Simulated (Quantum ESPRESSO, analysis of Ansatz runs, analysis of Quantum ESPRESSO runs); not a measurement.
# Local vibrational mode of the Ga-H pair in Si (PBE) (Quantum ESPRESSO), part 2 of 2

How near does this set-up come to the measured local vibrational mode? Subject: Ga-H pair in Si. Set-up: PBE, PseudoDojo 0.4.1 SR PBE standard, 32-site cell, PBE lattice, k: the single point 1/4 1/4 1/4. The model is a cell of 32 host atoms with Ga put on another atom's site and H put in between. The frequencies come from force constants among the defect atom and its neighbours, with the masses of the isotopes named. Other potentials or another program check that the number doesn't hang on one set of files.

Quantum ESPRESSO 7.5; PBE, PseudoDojo 0.4.1 SR PBE standard, 32-site cell, PBE lattice, k: the single point 1/4 1/4 1/4.

So far. Step 2 (Relaxation, charge 0): Neighbours of the added atoms: H33: Si23 1.50, Ga11 1.74, Si8 3.02 Å.

## Step 3: Atom Si7 moved by 0.015 A along x

Force constants come from the forces after small displacements. One such run is shown.

This step: Quantum ESPRESSO plane-wave DFT, PBE, PseudoDojo 0.4.1 SR PBE standard potentials; single point of a defect supercell.

pw.in reads:

```
&CONTROL
  calculation = 'scf'
  prefix = 'pwscf'
  outdir = './tmp'
  pseudo_dir = './pseudo'
  tprnfor = .true.
  disk_io = 'low'
/
&SYSTEM
  ibrav = 0
  nat = 33
  ntyp = 3
  ecutwfc = 80
  nbnd = 73
  occupations = 'smearing'
  smearing = 'fd'
  degauss = 0.00073499
  nosym = .true.
/
&ELECTRONS
  conv_thr = 1d-10
  electron_maxstep = 100
  mixing_beta = 0.5
/
ATOMIC_SPECIES
Si    28.0850 Si.upf
Ga    69.7230 Ga.upf
H      1.0080 H.upf
CELL_PARAMETERS angstrom
  -5.4688519894    5.4688519894    5.4688519894
   5.4688519894   -5.4688519894    5.4688519894
   5.4688519894    5.4688519894   -5.4688519894
ATOMIC_POSITIONS crystal
Si     0.0002386917    0.0001794356    0.4999511976
Si    -0.0096284298    0.2435339373    0.2436470930
[... 4 atom lines left out ...]
Si     0.2466144456    0.5013877158    0.7578224277
Si     0.2465272087    0.7563535693    0.5001467224
[... 2 atom lines left out ...]
Ga     0.5550990819    0.4998111228    0.4997558752
Si     0.5007788706    0.7508722774    0.2485434305
Si     0.7522486322    0.0024033009    0.7514641156
[... 2 atom lines left out ...]
Si     0.7522182689    0.7513651233    0.0024089606
[... 6 atom lines left out ...]
Si     0.2124174250    0.5000081987    0.5000964952
[... 2 atom lines left out ...]
Si     0.5017511124    0.2376291281    0.5000095800
Si     0.5018811562    0.4998690265    0.2375166515
[... 4 atom lines left out ...]
Si     0.7639399005    0.7621455261    0.7621686365
H      0.3719421746    0.5017282244    0.5009592299
K_POINTS crystal
1
0.25 0.25 0.25 1.0
```

Launch:

```sh
> OMP_NUM_THREADS=1 pw.x -in pw.in > pw.out
```

Log:

```text
[banner, memory and clock lines left out]
          URL

     G-vector sticks info

     bravais-lattice index     =            0
     lattice parameter (alat)  =      17.9001  a.u.
     unit-cell volume          =    4415.1463 (a.u.)^3
     number of atoms/cell      =           33
     number of atomic types    =            3
     number of electrons       =       138.00
     number of Kohn-Sham states=           73
     kinetic-energy cutoff     =      80.0000  Ry
     charge density cutoff     =     320.0000  Ry
     scf convergence threshold =      1.0E-10
     mixing beta               =       0.5000
     number of iterations used =            8  plain     mixing
     Exchange-correlation= PBE
                           (   1   4   3   4   0   0   0)

     celldm(1)=  17.900109  celldm(2)=   0.000000  celldm(3)=   0.000000
     celldm(4)=   0.000000  celldm(5)=   0.000000  celldm(6)=   0.000000

     crystal axes: (cart. coord. in units of alat)
               a(1) = (  -0.577350   0.577350   0.577350 )
               a(2) = (   0.577350  -0.577350   0.577350 )
               a(3) = (   0.577350   0.577350  -0.577350 )

     reciprocal axes: (cart. coord. in units 2 pi/alat)
               b(1) = ( -0.000000  0.866025  0.866025 )
               b(2) = (  0.866025 -0.000000  0.866025 )
               b(3) = (  0.866025  0.866025  0.000000 )

     PseudoPot. # 1 for Si read from file:
     Si.upf
     Pseudo is Norm-conserving + core correction, Zval =  4.0
     Generated using ONCVPSP code by D. R. Hamann
     Using radial grid of 1510 points,  6 beta functions with:
                l(1) =   0
                l(2) =   0
                l(3) =   1
                l(4) =   1
                l(5) =   2
                l(6) =   2

     PseudoPot. # 2 for Ga read from file:
     Ga.upf
     Pseudo is Norm-conserving + core correction, Zval = 13.0
     Generated using ONCVPSP code by D. R. Hamann
     Using radial grid of 1902 points,  6 beta functions with:
                l(1) =   0
                l(2) =   0
                l(3) =   1
                l(4) =   1
                l(5) =   2
                l(6) =   2

     PseudoPot. # 3 for H  read from file:
     H.upf
     Pseudo is Norm-conserving, Zval =  1.0
     Generated using ONCVPSP code by D. R. Hamann
     Using radial grid of 1166 points,  3 beta functions with:
                l(1) =   0
                l(2) =   0
                l(3) =   1

     atomic species   valence    mass     pseudopotential
     Si                4.00    28.08500     Si( 1.00)
     Ga               13.00    69.72300     Ga( 1.00)
     H                 1.00     1.00800     H ( 1.00)

     No symmetry found

   Cartesian axes

     site n.     atom                  positions (alat units)
         1        Si     tau(   1) = (   0.2886127   0.2886812  -0.2884056  )
         2        Si     tau(   2) = (   0.2868331  -0.0054936  -0.0056243  )
         3        Si     tau(   3) = (   0.2885814  -0.2883486   0.2886646  )
         4        Si     tau(   4) = (   0.8678867   0.0037192   0.0036119  )
         5        Si     tau(   5) = (  -0.0020001   0.2895756  -0.0010700  )
         6        Si     tau(   6) = (  -0.0019724  -0.0009055   0.2893446  )
         7        Si     tau(   7) = (   0.5846224   0.2904356  -0.0056697  )
         8        Si     tau(   8) = (   0.5831082  -0.0055885   0.2902536  )
         9        Si     tau(   9) = (  -0.2889311   0.2887820   0.2887368  )
        10        Si     tau(  10) = (   0.2879783   0.5792127  -0.0010228  )
        11        Ga     tau(  11) = (   0.2566137   0.3204547   0.3205185  )
[...]
28        Si     tau(  28) = (   0.1447608  -0.1446203   0.7233587  )
        29        Si     tau(  29) = (  -0.1467084   0.7240281   0.1442249  )
        30        Si     tau(  30) = (  -0.1436802   0.4306257   0.4304732  )
        31        Si     tau(  31) = (  -0.1467418   0.1443049   0.7240407  )
        32        Si     tau(  32) = (   0.4390023   0.4410742   0.4410476  )
        33        H      tau(  33) = (   0.3641610   0.2142969   0.2151849  )

     number of k points=     1  Fermi-Dirac smearing, width (Ry)=  0.0007
                       cart. coord. in units 2pi/alat
        k(    1) = (   0.4330127   0.4330127   0.4330127), wk =   2.0000000

     Dense  grid:   426507 G-vectors     FFT dimensions: ( 108, 108, 108)

     Initial potential from superposition of free atoms

     starting charge     137.9783, renormalised to     138.0000
     Starting wfcs are  134 randomized atomic wfcs

     Self-consistent Calculation

     iteration #  1     ecut=    80.00 Ry     beta= 0.50
     Davidson diagonalization with overlap
     ethr =  1.00E-02,  avg # of iterations =  3.0

     Threshold (ethr) on eigenvalues was too large:
     Diagonalizing with lowered threshold

     Davidson diagonalization with overlap
     ethr =  6.18E-04,  avg # of iterations =  2.0

     total energy              =    -416.19115347 Ry
     estimated scf accuracy    <       0.99379137 Ry

     iteration #  2     ecut=    80.00 Ry     beta= 0.50
     Davidson diagonalization with overlap
     ethr =  7.20E-04,  avg # of iterations =  1.0

     total energy              =    -416.17718408 Ry
     estimated scf accuracy    <       0.19055646 Ry

     iteration #  3     ecut=    80.00 Ry     beta= 0.50
     Davidson diagonalization with overlap
     ethr =  1.38E-04,  avg # of iterations =  9.0

     total energy              =    -416.19192136 Ry
     estimated scf accuracy    <       0.00487444 Ry

     iteration #  4     ecut=    80.00 Ry     beta= 0.50
     Davidson diagonalization with overlap
     c_bands:  2 eigenvalues not converged
     ethr =  3.53E-06,  avg # of iterations = 20.0

     total energy              =    -416.19418077 Ry
     estimated scf accuracy    <       0.00243538 Ry

     iteration #  5     ecut=    80.00 Ry     beta= 0.50
     Davidson diagonalization with overlap
     c_bands:  2 eigenvalues not converged
     ethr =  1.76E-06,  avg # of iterations = 20.0

     total energy              =    -416.19476958 Ry
     estimated scf accuracy    <       0.00045627 Ry

     iteration #  6     ecut=    80.00 Ry     beta= 0.50
     Davidson diagonalization with overlap
     c_bands:  2 eigenvalues not converged
     ethr =  3.31E-07,  avg # of iterations = 20.0

     total energy              =    -416.19482398 Ry
     estimated scf accuracy    <       0.00002993 Ry

     iteration #  7     ecut=    80.00 Ry     beta= 0.50
     Davidson diagonalization with overlap
     ethr =  2.17E-08,  avg # of iterations =  5.0

     total energy              =    -416.19483776 Ry
     estimated scf accuracy    <       0.00001194 Ry

     iteration #  8     ecut=    80.00 Ry     beta= 0.50
     Davidson diagonalization with overlap
     ethr =  8.65E-09,  avg # of iterations =  2.0

     total energy              =    -416.19483914 Ry
     estimated scf accuracy    <       0.00000131 Ry

     iteration #  9     ecut=    80.00 Ry     beta= 0.50
     Davidson diagonalization with overlap
     ethr =  9.47E-10,  avg # of iterations =  5.0

     total energy              =    -416.19483969 Ry
     estimated scf accuracy    <       0.00000148 Ry

     iteration # 10     ecut=    80.00 Ry     beta= 0.50
     Davidson diagonalization with overlap
     ethr =  9.47E-10,  avg # of iterations =  2.0

     total energy              =    -416.19483994 Ry
     estimated scf accuracy    <       0.00000004 Ry

     iteration # 11     ecut=    80.00 Ry     beta= 0.50
     Davidson diagonalization with overlap
     ethr =  3.21E-11,  avg # of iterations =  6.0

     total energy              =    -416.19483997 Ry
     estimated scf accuracy    <       0.00000010 Ry

     iteration # 12     ecut=    80.00 Ry     beta= 0.50
     Davidson diagonalization with overlap
     ethr =  3.21E-11,  avg # of iterations =  3.0

     total energy              =    -416.19483998 Ry
     estimated scf accuracy    <       0.00000001 Ry

     iteration # 13     ecut=    80.00 Ry     beta= 0.50
     Davidson diagonalization with overlap
     ethr =  1.05E-11,  avg # of iterations =  4.0

     total energy              =    -416.19483998 Ry
     estimated scf accuracy    <          2.3E-09 Ry

     iteration # 14     ecut=    80.00 Ry     beta= 0.50
     Davidson diagonalization with overlap
     ethr =  1.70E-12,  avg # of iterations =  2.0

     total energy              =    -416.19483998 Ry
     estimated scf accuracy    <          5.1E-10 Ry

     iteration # 15     ecut=    80.00 Ry     beta= 0.50
     Davidson diagonalization with overlap
     ethr =  3.72E-13,  avg # of iterations =  4.0

     End of self-consistent calculation

          k = 0.4330 0.4330 0.4330 ( 53288 PWs)   bands (ev):

    -8.4102  -8.2845  -8.2840  -8.2337  -8.2334  -5.0241  -4.9370  -4.9335
    -4.8060  -3.3116  -3.1057  -3.0978  -3.0601  -3.0569  -3.0498  -3.0478
    -3.0463  -3.0424  -2.9463  -2.9446  -2.6319  -0.5095  -0.2596  -0.2549
    -0.2529  -0.2300  -0.2268  -0.2114  -0.2083  -0.2052  -0.0095  -0.0073
     0.0103   1.9627   2.2523   2.2550   2.2594   2.3324   2.5650   2.5675
     2.5985   2.6385   2.6628   2.6652   2.6931   2.6950   2.7419   2.9507
     2.9537   3.7415   3.8630   3.8672   3.9125   3.9267   3.9281   3.9332
     4.0018   4.0050   4.0388   4.3412   4.3440   5.2693   5.3252   5.3304
     5.3614   5.3636   5.3787   5.7133   5.7149   7.3370   7.5384   7.5773
     7.5811

     the Fermi energy is     6.6691 ev

!    total energy              =    -416.19483998 Ry
     estimated scf accuracy    <          2.8E-11 Ry
     smearing contrib. (-TS)   =       0.00000000 Ry
     internal energy E=F+TS    =    -416.19483998 Ry

     The total energy is F=E-TS. E is the sum of the following terms:
     one-electron contribution =     -47.74069872 Ry
     hartree contribution      =      90.33086222 Ry
     xc contribution           =    -138.45554735 Ry
     ewald contribution        =    -320.32945613 Ry

     convergence has been achieved in  15 iterations

     Forces acting on atoms (cartesian axes, Ry/au):

     atom    1 type  1   force =     0.00026458   -0.00024400    0.00003846
     atom    2 type  1   force =     0.00003693    0.00004734   -0.00012983
     atom    3 type  1   force =     0.00022613   -0.00003876   -0.00007362
     atom    4 type  1   force =    -0.00003414    0.00004096    0.00022593
     atom    5 type  1   force =    -0.00020116   -0.00020733    0.00007346
     atom    6 type  1   force =    -0.00031783    0.00005665   -0.00013036
     atom    7 type  1   force =    -0.00748985    0.00015369   -0.00014432
     atom    8 type  1   force =    -0.00006567   -0.00031904    0.00019315
     atom    9 type  1   force =     0.00011125    0.00001379    0.00013776
     atom   10 type  1   force =     0.00017091    0.00003529    0.00004845
[...]
atom   29 type  1   force =     0.00000646    0.00010882    0.00023339
     atom   30 type  1   force =    -0.00020018   -0.00003735    0.00004352
     atom   31 type  1   force =     0.00000730    0.00034630   -0.00019817
     atom   32 type  1   force =    -0.00004418   -0.00011755   -0.00018340
     atom   33 type  3   force =     0.00021329    0.00004282   -0.00023560

     Total force =     0.009137     Total SCF correction =     0.000009
```

The job ended after 3.2 min (1 thread of INTEL XEON PLATINUM 8581C at 2.10GHz (Emerald Rapids), shared host; peak memory 1.2 GiB).

At this level the gap is 1.62 eV on the k-mesh of the self-consistent run, which can miss the band edges.

## Step 4: Local vibrational modes

Analysis of the runs above: force constants by central differences of Quantum ESPRESSO plane-wave DFT, PBE, PseudoDojo 0.4.1 SR PBE standard potentials forces among the atoms nearest to a defect, the others at rest.

The modes with the largest weight on the probed atoms (the light atom of a pair), for the masses of each isotope. Modes of the displaced atoms (local only where they lie over the host's phonons):

| isotopes | mode (cm⁻¹) | share of the defect atoms |
| --- | --- | --- |
| H | 2250 | 0.982 |
| H | 175.1 | 0.659 |
| H | 127.2 | 0.544 |
| D | 1606 | 0.964 |
| D | 135.8 | 0.641 |
| D | 100.5 | 0.782 |

## Step 5: Summary of results

| Item | Value |
| --- | --- |
| distance from the defect atom to its nearest neighbour | 1.503 Å |
| Si-H stretch, 1H | 2249 cm⁻¹ |

In words: Si-H stretch, 1H: computed 2249 cm⁻¹, measured 2171 cm⁻¹; 78 cm⁻¹ (4 %) above the measurement. The computed value is harmonic, while the measured line is the anharmonic fundamental, which for X–H stretches usually lies a few per cent lower. Only the named neighbours move, so modes near the host's band are approximate.

[Logs are printed without paths, hosts, clocks, repeated set-up lines and the standing remarks that a program may print on its own settings, such as how far it seeks lower states.]

[Hosts, paths, dates, database ids (printed as entryN), source tags and the programs' standing remarks are cut or masked in the printed files.]

[For some hosts the program warned that the k-mesh of the response run may be too coarse for force constants and the static dielectric constant; such warnings are not shown here.]
